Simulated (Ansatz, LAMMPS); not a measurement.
# Structural relaxation of amorphous HfO2 at 7.99 g/cm^3 (78 atoms), part 4 of 4

Wanted: the relaxed structure of amorphous HfO2 at 7.99 g/cm^3 (78 atoms) and its electronic structure.

Ansatz 0.2.0; Kohn-Sham DFT, PBE, PAW (set soft_2), plane waves.

The cell: 26 Hf and 52 O. The quench rate of 50 K/ps is many orders above laboratory rates. The network of bonds at the start is that of the classical potential that made the cell. Only the Γ point is sampled in the main run, in a cell whose shortest periodic width is 10 Å. No spin–orbit coupling is included.

So far. Step 4 (Relaxation): The relaxation changed the energy by -37.9 meV/atom, and atoms moved by 0.21 Å r.m.s., 0.51 Å at most. Step 7 (K-mesh 2×2×2): Forces differ from those of the single point at the relaxed geometry by 17 meV/Å r.m.s.; the energy by -1.8 meV/atom and the gap by -0.022 eV. It took 4.5 min and 11 cycles; the reference's time can't be set against it, since the two runs asked for unlike analyses.

## (8) Functional HSE06

HSE06 mixes in a quarter of exact exchange at short range, which counters self-interaction, at a higher cost.

This step: Kohn-Sham DFT, HSE06, PAW (set soft_2), plane waves (Ansatz 0.2.0).

input.yaml

```yaml
crystal:
  lattice:
    - [10.4384, 0.0, 0.0]
    - [0.0, 10.4384, 0.0]
    - [0.0, 0.0, 10.4384]
  atoms:
    [... the 78 atom lines of step 6 ...]
kpoints:
  mp_grid: { grid: [1, 1, 1] }
hamiltonian:
  xc: hse06
scf:
  occupations: { method: fermi_dirac, width: 0.025 }
output:
  forces: true
  stress: true
  populations: true
  dos:
    method: { smearing: { sigma: 0.08 } }
    de: 0.05
    projected: { site_lists: { Hf: [Hf], O: [O] } }
  eigenvalues: true
```

Run with:

```
> ansatz run input.yaml --threads 4 --pin off --max-ram 8192MiB --backend cpu --events-out ev --progress --plain --runs-dir out
```

Numbers of over 12 decimals in the logs are rounded to 6 here.

Output:

```text
Warning: output.stress: scf.convergence.dr2_threshold = 1e-7 eV (the SCF's general default) is looser than the 1.6e-9 eV advised for a printed stress (1e-10 eV for each atom of the cell: 78, of which 16 are counted). What an SCF threshold leaves in a stress goes as its square root, and in the free energy as the threshold itself, and one threshold admits the most on a small cell: [...]
Warning: output.stress: scf.exx.energy_threshold = 1e-6 eV is looser than the 1.6e-7 eV advised for a stress under a hybrid functional (1e-8 eV for each atom of the cell: 78, of which 16 are counted). Every SCF of the exchange loop can meet its threshold on dr2 while the loop round them stops early: [...]
exact exchange: scf.exx.singularity resolves to wigner_seitz, which cuts the screened interaction at the faces of the exchange supercell's Wigner-Seitz cell, so that each pair interacts once, at the shortest of its separations (the periodic images that this leaves out come, [...]
[...]
Crystal: 78 atoms, lattice volume = 1137.370 Å³
Basis set: ecut = 420 eV, 22143 PW (Γ), exchange–correlation on 144×144×144 points (8 copies of the dense FFT grid, shifted against one another)
Bands: 593, of which v1, the nominal top of the filled ones, is band 494 counted from 1 (493 counted from 0)
Symmetry: 1 space group operations
[...]
k-points: 1
[...]
SCF iter   1: F=—  HF=-438387.295440 eV  |F-HF|=—  |Δ(HF+E_count)|=         —  Δρ=3.68e-3  dr2=1.70e-1  ethr=1.77e-3  ⟨swp⟩=7.0  Hψ=2399  notcnv=0
[...]
SCF iter   4: F=—  HF=-438387.309522 eV  |F-HF|=—  |Δ(HF+E_count)|=   3.60e-3  Δρ=5.63e-4  dr2=2.49e-3  ethr=1.15e-6  ⟨swp⟩=4.0  Hψ=1324  notcnv=0  defer=6
SCF iter   5: F=-438387.310324 eV  HF=-438387.310316 eV  |F-HF|=8.68e-6  |Δ(HF+E_count)|=   7.94e-4  Δρ=1.85e-4  dr2=2.62e-4  ethr=2.52e-7  ⟨swp⟩=4.0  Hψ=1279  notcnv=0  defer=5
SCF 1 stopped early in 5 iterations: F = -438387.310324 eV  dr2 = 2.62e-4
[...]
Exchange kernel: α = 0.2500, screened, ω = 0.2079 Å⁻¹, Wigner–Seitz truncation, v(0) = 925.8874 eV·Å³, q-mesh 1×1×1, nearest image of the exchange supercell L = 10.44 Å, pair-density grid 54×54×54, without the augmentation charges, whose exchange is taken in its separable form (sized by the pseudopotential files, [...]
Frozen-core exchange: fock
SCF iter   1: F=—  HF=-438389.229503 eV  |F-HF|=—  |Δ(HF+E_count)|=         —  Δρ=1.08e-2  dr2=1.73e0  ethr=2.65e-7  ⟨swp⟩=8.0  Hψ=3215  notcnv=0
[...]
SCF iter   7: F=—  HF=-438388.087986 eV  |F-HF|=—  |Δ(HF+E_count)|=   6.00e-3  Δρ=2.78e-4  dr2=7.08e-4  ethr=4.39e-8  ⟨swp⟩=4.0  Hψ=1856  notcnv=0
SCF iter   8: F=-438388.087723 eV  HF=-438388.087775 eV  |F-HF|=5.18e-5  |Δ(HF+E_count)|=   2.11e-4  Δρ=7.23e-5  dr2=7.32e-5  ethr=4.39e-8  ⟨swp⟩=4.0  Hψ=1553  notcnv=0
SCF 2 stopped early in 8 iterations: F = -438388.087723 eV  dr2 = 7.32e-5
  Residual-converged pass: ⟨swp⟩=4.0  Hψ=1737  notcnv=0  max |occ|·‖R‖ = 5.6e-6 eV (tolerance 6.7e-6 eV)  dr2=7.53e-5  dr2_onsite=1.11e-5  max |Δocc| = 0.0e0
[...]
hybrid outer 1: dexx = +5.183e-1 eV, tail = 1.30e-2 eV
[...]
Frozen-core exchange: fock
SCF iter   1: F=—  HF=-438388.061256 eV  |F-HF|=—  |Δ(HF+E_count)|=         —  Δρ=1.28e-4  dr2=1.22e-4  ethr=6.58e-6  ⟨swp⟩=9.0  Hψ=1230  notcnv=0
[...]
SCF iter   8: F=—  HF=-438388.061373 eV  |F-HF|=—  |Δ(HF+E_count)|=   1.41e-7  Δρ=1.41e-6  dr2=1.65e-8  ethr=7.26e-12 (applied; sched 1.00e-12)  ⟨swp⟩=6.0  Hψ=1250  notcnv=0
SCF iter   9: F=-438388.061373 eV  HF=-438388.061373 eV  |F-HF|=3.49e-10  |Δ(HF+E_count)|=   4.89e-9  Δρ=2.70e-7  dr2=8.68e-10  ethr=1.33e-11 (applied; sched 1.00e-12)  ⟨swp⟩=2.0  Hψ=1093  notcnv=0
SCF 3 converged in 9 iterations: F = -438388.061373 eV  dr2 = 8.68e-10
[...]
hybrid outer 2: dexx = +6.588e-5 eV, tail = 1.57e-6 eV, Δε = 1.15e-2 eV (about 3.05e-4 eV left of the loop's levels), ΔF = 1.30e-2 eV/Å (tail 2.77e-3)
[...]
Frozen-core exchange: fock
SCF iter   1: F=—  HF=-438388.061365 eV  |F-HF|=—  |Δ(HF+E_count)|=         —  Δρ=3.19e-6  dr2=9.82e-8  ethr=7.94e-10  ⟨swp⟩=20.0  Hψ=1803  notcnv=5
[...]
SCF iter   2: F=-438388.061365 eV  HF=-438388.061365 eV  |F-HF|=3.38e-9  |Δ(HF+E_count)|=   2.07e-8  Δρ=9.83e-7  dr2=8.58e-9  ethr=1.98e-11 (applied; sched 8.95e-12)  ⟨swp⟩=4.0  Hψ=1627  notcnv=0
SCF 4 converged in 2 iterations: F = -438388.061365 eV  dr2 = 8.58e-9
[...]
hybrid SCF converged: 3 outer / 19 inner (+5 warm-up), last move |dexx| = 3.12e-8 eV, tail = 2.17e-8 eV
Stability not checked: this state was not tested for a lower state beside it, because the functional holds exact exchange (a hybrid, or Hartree-Fock), whose exchange loop this test does not read (fock_operator; see scf.lower_state_search)
Free energy (F): -438388.061365 eV
Frozen-core exchange: fock
[...]
Internal energy: -438388.061365 eV  (E = F + TS)
E sigma→0 (E₀):  -438388.061365 eV
Fermi energy:    11.551545 eV
[...]
Σ components = -438388.061365   (vs F -438388.061365, Δ=1.16e-10)
--- Forces (eV/Å), atoms counted from 1 ---
  atom   1  Hf     0.01072205    -0.03509817    -0.04225805
  atom   2  Hf    -0.00898060     0.08077731    -0.03365632
  atom   3  Hf     0.08551959     0.10140880    -0.10535115
  atom   4  Hf     0.02239129    -0.23925585     0.03348627
[...]
atom  78  O     -0.09878330    -0.09692669    -0.11725370
  max |Σ_I F_I| component: 5.27e-5 eV/Å
--- Stress (GPa, compression-positive) ---
      -10.668191      -1.429087      -1.213323
       -1.429087     -11.994723       0.306381
       -1.213323       0.306381     -11.418074
  P = ⅓ Tr σ = -11.3603 GPa (-113.603 kbar)
--- Band table (eV) ---
[...]
--- Löwdin populations: 78 sites ---
  site symbol       q [e]
     0     Hf     24.3760
     1     Hf     24.3832
     2     Hf     24.4246
[...]
77      O      6.7371
  spilling = 0.003062 (of n_electrons = 988.000000)
```

Run time: 8.2 min. Hardware: 4 threads of AMD EPYC 7B13 (Zen 3), shared host; peak memory 5 GiB; 31 min of CPU time.

The program notes that the exchange threshold is loose for the stress and the SCF threshold is loose for the stress.

Geometry and reference: those of the single point at the relaxed geometry.

Forces differ from those of the single point at the relaxed geometry by 107 meV/Å r.m.s.; the pressure by -4.3 GPa and the gap by +1.5 eV. It took 8.2 min and 24 cycles; the reference's time can't be set against it, since the two runs asked for unlike analyses.

Read from the output:

```
free energy                                      : -438388.0614 eV
free energy per atom                             : -5620.3598 eV/atom
SCF cycles                                       : 24
pressure                                         : -11.36 GPa
r.m.s. force component                           : 0.1072 eV/Å
longest force                                    : 0.3899 eV/Å
Fermi energy                                     : 11.55 eV
gap (highest filled to lowest empty level) : 5.469 eV
spilling of the projection                       : 0.003062
```

Length of the force by element and coordination:

| element | coordination | atoms | mean length of the force (eV/Å) | spread | least | most |
| --- | --- | --- | --- | --- | --- | --- |
| Hf | all | 26 | 0.168 | 0.077 | 0.0493 | 0.337 |
| Hf | 5 | 7 | 0.186 | 0.0805 | 0.0493 | 0.278 |
| Hf | 6 | 14 | 0.173 | 0.0785 | 0.0663 | 0.337 |
| Hf | 7 | 5 | 0.130 | 0.0503 | 0.056 | 0.183 |
| O | all | 52 | 0.172 | 0.0696 | 0.0373 | 0.390 |
| O | 2 | 9 | 0.234 | 0.0735 | 0.138 | 0.390 |
| O | 3 | 36 | 0.163 | 0.0574 | 0.0532 | 0.290 |
| O | 4 | 7 | 0.141 | 0.0765 | 0.0373 | 0.266 |

Löwdin charges by element and coordination (they lack the spilled electrons, 0.039 e an atom on average):

| element | coordination | atoms | mean charge (e) | spread | least | most |
| --- | --- | --- | --- | --- | --- | --- |
| Hf | all | 26 | 1.62 | 0.0363 | 1.54 | 1.69 |
| Hf | 5 | 7 | 1.64 | 0.0151 | 1.63 | 1.67 |
| Hf | 6 | 14 | 1.61 | 0.0438 | 1.54 | 1.69 |
| Hf | 7 | 5 | 1.62 | 0.0143 | 1.59 | 1.63 |
| O | all | 52 | -0.751 | 0.0357 | -0.827 | -0.648 |
| O | 2 | 9 | -0.722 | 0.0507 | -0.827 | -0.648 |
| O | 3 | 36 | -0.755 | 0.0292 | -0.807 | -0.694 |
| O | 4 | 7 | -0.767 | 0.0162 | -0.795 | -0.748 |

Density of states as counts of states in windows of 1 eV (from the Fermi level), total and the larger projections:

| from (eV) | to (eV) | total | O p | Hf d |
| --- | --- | --- | --- | --- |
| -10 | -8 | 0.0 | 0.0 | 0.0 |
| -8 | -7 | 32.3 | 23.2 | 6.5 |
| -7 | -6 | 63.1 | 46.5 | 13.6 |
| -6 | -5 | 63.5 | 50.5 | 10.0 |
| -5 | -4 | 68.9 | 59.5 | 6.7 |
| -4 | -3 | 72.6 | 66.8 | 3.9 |
| -3 | -2 | 11.6 | 11.0 | 0.4 |
| -2 | 2 | 0.0 | 0.0 | 0.0 |
| 2 | 3 | 4.2 | 0.3 | 2.8 |
| 3 | 4 | 42.1 | 3.5 | 34.5 |
| 4 | 5 | 59.5 | 6.6 | 46.1 |

Between -26 and -10 eV lie 468 more states.

About 208 of the 988 electrons lie in deeper levels, below the stored range.

The levels nearest the highest filled one (over half full), pooled over k-points and spins:

| level less the highest filled one (eV) | occupation |
| --- | --- |
| -0.254 | 2 |
| -0.232 | 2 |
| -0.158 | 2 |
| -0.146 | 2 |
| -0.0143 | 2 |
| 0 | 2 |
| 5.47 | 0 |
| 5.67 | 0 |
| 5.78 | 0 |
| 5.85 | 0 |
| 5.94 | 0 |
| 6.06 | 0 |

## (9) Functional r2SCAN (500 eV)

The meta-GGA r2SCAN uses the kinetic energy density as well as the density and its gradient. Besides, the cutoff goes from 420 to 500 eV.

This step: Kohn-Sham DFT, r2SCAN, PAW (set soft_2), plane waves (Ansatz 0.2.0).

input.yaml, as its differences from that of step 8:

```diff
@@ -10,3 +10,3 @@
 hamiltonian:
-  xc: hse06
+  xc: r2scan
 scf:
```

Output:

```text
[...]
Crystal: 78 atoms, lattice volume = 1137.370 Å³
Basis set: ecut = 500 eV, 28887 PW (Γ), exchange–correlation on 320×320×320 points (64 copies of the dense FFT grid, shifted against one another)
Bands: 593, of which v1, the nominal top of the filled ones, is band 494 counted from 1 (493 counted from 0)
Symmetry: 1 space group operations
[...]
k-points: 1
[...]
SCF iter   1: F=—  HF=-438765.319301 eV  |F-HF|=—  |Δ(HF+E_count)|=         —  Δρ=1.10e-2  dr2=1.37e0  dr2_τ=4.97e0  ethr=1.77e-3  ⟨swp⟩=6.0  Hψ=1847  notcnv=0  defer=66
[...]
SCF iter  11: F=—  HF=-438766.030211 eV  |F-HF|=—  |Δ(HF+E_count)|=   8.31e-7  Δρ=2.88e-6  dr2=1.26e-7  dr2_τ=9.19e-9  ethr=1.01e-11  ⟨swp⟩=11.0  Hψ=2813  notcnv=0
SCF iter  12: F=-438766.030211 eV  HF=-438766.030211 eV  |F-HF|=2.69e-8  |Δ(HF+E_count)|=   1.27e-7  Δρ=1.97e-6  dr2=4.33e-8  dr2_τ=5.66e-9  ethr=1.01e-11  ⟨swp⟩=4.0  Hψ=1913  notcnv=0
SCF 1 converged in 12 iterations: F = -438766.030211 eV  dr2 = 4.33e-8
[...]
SCF converged after 12 iterations
Free energy (F): -438766.030211 eV
[...]
Internal energy: -438766.030211 eV  (E = F + TS)
E sigma→0 (E₀):  -438766.030211 eV
Fermi energy:    11.696270 eV
[...]
Σ components = -438766.030211   (vs F -438766.030211, Δ=0.00e0)
--- Forces (eV/Å), atoms counted from 1 ---
  atom   1  Hf    -0.01376918    -0.04929324    -0.02777773
  atom   2  Hf    -0.00789558     0.06683196    -0.02408844
  atom   3  Hf     0.07010330     0.05940500    -0.06634517
  atom   4  Hf     0.00285578    -0.16147539     0.04974450
[...]
atom  78  O     -0.05960840    -0.06970646    -0.06675136
  max |Σ_I F_I| component: 2.24e-4 eV/Å
--- Stress (GPa, compression-positive) ---
      -10.855154      -1.423459      -1.137130
       -1.423460     -12.153065       0.300714
       -1.137130       0.300715     -11.480267
  P = ⅓ Tr σ = -11.4962 GPa (-114.962 kbar)
--- Band table (eV) ---
[...]
--- Löwdin populations: 78 sites ---
  site symbol       q [e]
     0     Hf     24.4339
     1     Hf     24.4385
     2     Hf     24.4782
[...]
77      O      6.7135
  spilling = 0.002860 (of n_electrons = 988.000000)
```

Elapsed: 56 s, on 4 threads; peak memory 3.8 GiB.

Geometry and reference: those of the single point at the relaxed geometry.

Forces differ from those of the single point at the relaxed geometry by 76 meV/Å r.m.s.; the pressure by -4.4 GPa and the gap by +0.48 eV. It took 56 s and 12 cycles; the reference's time can't be set against it, since the two runs asked for unlike analyses.

## (10) Functional PBEsol

PBEsol restores the gradient expansion of exchange for slowly varying densities and usually gives shorter bonds in solids than PBE.

This step: Kohn-Sham DFT, PBEsol, PAW (set soft_2), plane waves (Ansatz 0.2.0).

input.yaml, as its differences from that of step 9:

```diff
@@ -10,3 +10,3 @@
 hamiltonian:
-  xc: r2scan
+  xc: pbesol
 scf:
```

Output:

```text
[...]
Crystal: 78 atoms, lattice volume = 1137.370 Å³
Basis set: ecut = 420 eV, 22143 PW (Γ), exchange–correlation on 144×144×144 points (8 copies of the dense FFT grid, shifted against one another)
Bands: 593, of which v1, the nominal top of the filled ones, is band 494 counted from 1 (493 counted from 0)
Symmetry: 1 space group operations
[...]
k-points: 1
[...]
SCF iter   1: F=—  HF=-434836.602574 eV  |F-HF|=—  |Δ(HF+E_count)|=         —  Δρ=1.52e-2  dr2=2.31e0  ethr=1.77e-3  ⟨swp⟩=5.0  Hψ=1833  notcnv=0  defer=70
[...]
SCF iter  11: F=—  HF=-434836.082221 eV  |F-HF|=—  |Δ(HF+E_count)|=   8.85e-7  Δρ=4.33e-6  dr2=2.45e-7  ethr=8.80e-11  ⟨swp⟩=2.0  Hψ=889  notcnv=0  defer=94
SCF iter  12: F=-434836.082222 eV  HF=-434836.082222 eV  |F-HF|=3.90e-9  |Δ(HF+E_count)|=   1.65e-7  Δρ=2.53e-6  dr2=8.27e-8  ethr=1.01e-11  ⟨swp⟩=11.0  Hψ=2762  notcnv=0
SCF 1 converged in 12 iterations: F = -434836.082222 eV  dr2 = 8.27e-8
[...]
SCF converged after 12 iterations
Free energy (F): -434836.082222 eV
[...]
Internal energy: -434836.082222 eV  (E = F + TS)
E sigma→0 (E₀):  -434836.082222 eV
Fermi energy:    11.648710 eV
[...]
Σ components = -434836.082222   (vs F -434836.082222, Δ=0.00e0)
--- Forces (eV/Å), atoms counted from 1 ---
  atom   1  Hf    -0.02127159    -0.08543118     0.00579553
  atom   2  Hf     0.00742097     0.07586303    -0.12118904
  atom   3  Hf     0.00947228     0.05940030    -0.02499744
  atom   4  Hf     0.13895711    -0.17285330     0.10964978
[...]
atom  78  O     -0.08381580    -0.04258195    -0.06123102
  max |Σ_I F_I| component: 1.96e-4 eV/Å
--- Stress (GPa, compression-positive) ---
      -11.505058      -1.381232      -1.026336
       -1.381232     -12.825431       0.289380
       -1.026336       0.289380     -12.239887
  P = ⅓ Tr σ = -12.1901 GPa (-121.901 kbar)
--- Band table (eV) ---
[...]
--- Löwdin populations: 78 sites ---
  site symbol       q [e]
     0     Hf     24.5647
     1     Hf     24.5672
     2     Hf     24.6070
[...]
77      O      6.6495
  spilling = 0.002825 (of n_electrons = 988.000000)
```

Elapsed: 27 s, on 4 threads; peak memory 2 GiB.

Geometry and reference: those of the single point at the relaxed geometry.

Forces differ from those of the single point at the relaxed geometry by 84 meV/Å r.m.s.; the pressure by -5.1 GPa and the gap by -0.082 eV.

## (11) All settings compared

Each row is set against the single point at the relaxed geometry (Kohn-Sham DFT, PBE, PAW (set soft_2), plane waves; r.m.s. force component 0.0106 eV/Å). Energies are set beside the reference only for runs with its functional, potentials and electron count. Times are for 4 threads of AMD EPYC 7B13 (Zen 3), shared host. The reference's time includes grids, which some other runs skip.

| run | Δ force, r.m.s. (meV/Å) | Δ energy (meV/atom) | Δ pressure (GPa) | Δ gap (eV) | cycles | time | host memory (GiB) |
| --- | --- | --- | --- | --- | --- | --- | --- |
| reference | - | - | - | - | 11 | 30 s | 2.0 |
| k-mesh 2×2×2 | 17.4 | -1.80 | 0.0138 | -0.0224 | 11 | 4.5 min | 6.2 |
| functional HSE06 | 107 | - | -4.30 | 1.53 | 24 | 8.2 min | 5.0 |
| functional r2SCAN (500 eV) | 75.6 | - | -4.44 | 0.477 | 12 | 56 s | 3.8 |
| functional PBEsol | 84.4 | - | -5.13 | -0.0815 | 12 | 27 s | 2.0 |

## (12) Outcome

| Property | Result |
| --- | --- |
| energy change in the relaxation | -37.9 meV/atom |
| r.m.s. displacement | 0.211 Å |
| largest displacement | 0.513 Å |
| free energy per atom | -5620.3488 eV/atom |
| pressure | -7.059 GPa |
| r.m.s. force component | 0.01056 eV/Å |
| gap (highest filled to lowest empty level) | 3.943 eV |
| wall time of the 7 DFT runs | 17 min |

What this shows: Relaxation lowers the energy by 37.9 meV/atom and moves atoms by 0.21 Å r.m.s.; the r.m.s. force component goes from 0.56 to 0.011 eV/Å. By the final cutoffs 5 of 156 bonded pairs parted and 3 joined. First to last step the energy falls by 2.956 eV; the largest move, 0.51 Å, is that of O64. The O-Hf bonds go from 2.172 Å (spread 0.124) to 2.158 Å (spread 0.147), and their number from 156 to 154. With the cutoffs above, 54 % of Hf atoms have 6 and 69 % of O atoms have 3 bonded neighbours. Between filled and empty levels lie 3.94 eV (at Γ alone); a semilocal functional tends to put such gaps too low. In a disordered cell it changes from sample to sample, and tail or defect levels can set it.

Among the changes of functional, dispersion, potentials or spin, functional HSE06 moves the forces most, by 107 meV/Å r.m.s. The gap changes by +1.53 eV with HSE06.

What to keep in mind: The starting topology of bonds comes from the classical model; in DFT 5 of its 156 bonded pairs passed out of the cutoffs and 3 came within them. The pressure of -7.1 GPa shows the cell to be stretched for this functional.

[Logs are printed without paths, hosts, clocks, repeated set-up lines and the standing remarks that a program may print on its own settings, such as how far it seeks lower states.]

[Hosts, paths, dates, database ids (printed as entryN), source tags and the programs' standing remarks are cut or masked in the printed files.]
